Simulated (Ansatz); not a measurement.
# Gap against strain: armchair germanene nanoribbon (N = 7, H edges)

How it was computed: Ansatz 0.2.0, plane waves with PAW datasets, PBE, Fermi-Dirac smearing of 0.05 eV, no spin-orbit coupling. The period is scaled from its relaxed value of 7.001 Å and the atoms relax, within the symmetry of the start, at each strain ε (in %); gaps, in eV, are read on a band path.

```tsv
period (Å)	energy (eV a cell)	place of the conduction minimum (Γ = 0, Z = 1)	ε	gap
6.721	+0.178	0.00	−4	0.6279
7.001	0.000	0.00	0	0.5209
7.141	+0.042	0.00	2	0.4706
7.281	+0.167	0.00	4	0.4211
7.421	+0.366	0.00	6	0.3761
```

One run is withheld: period (Å) = 6.861, with ε = −2. Fit a straight line gap = a + b × ε to the 5 rows shown and predict it.

**Fit.** The means are 1.6 for ε and 0.4833 for gap. The sum of products of deviations is −1.496 and the sum of squares in ε is 59.2, so b = −1.496 / 59.2 = −0.02527 and a = 0.4833 − (−0.02527) × 1.6 = 0.5238. The residuals' standard deviation, with 3 degrees of freedom, is σ = 0.0038.

**Prediction.** gap = 0.5238 + (−0.02527) × −2 = 0.5743. The run gave 0.5706, so the prediction less the run is +0.0037. The standard error of a prediction there, σ√(1 + 1/5 + (−2 − 1.6)²/59.2), is 0.0045, and the miss is 0.83 times that, for a point between the fitted rows. With so few rows σ is itself uncertain.

The gap narrows at every step from compression to tension.

Caveats: Kohn-Sham gaps of a wire among periodic images, which in a check on one flat ribbon (7 Å apart) lowered the gap by 0.2 eV and flattened the slope; the slope b × 100 is a mean deformation potential of the gap, in eV per unit strain. Between neighbouring runs it lies between −2.9 and −2.3 eV. The unstrained row comes from a denser mesh than the others, which shifts its energy a little. Series of this kind are told only where this holds: a gap at every strain (compound wires with polar facets were set aside first). 88 of 101 did.

[Logs are printed without paths, hosts, clocks, repeated set-up lines and the standing remarks that a program may print on its own settings, such as how far it seeks lower states.]
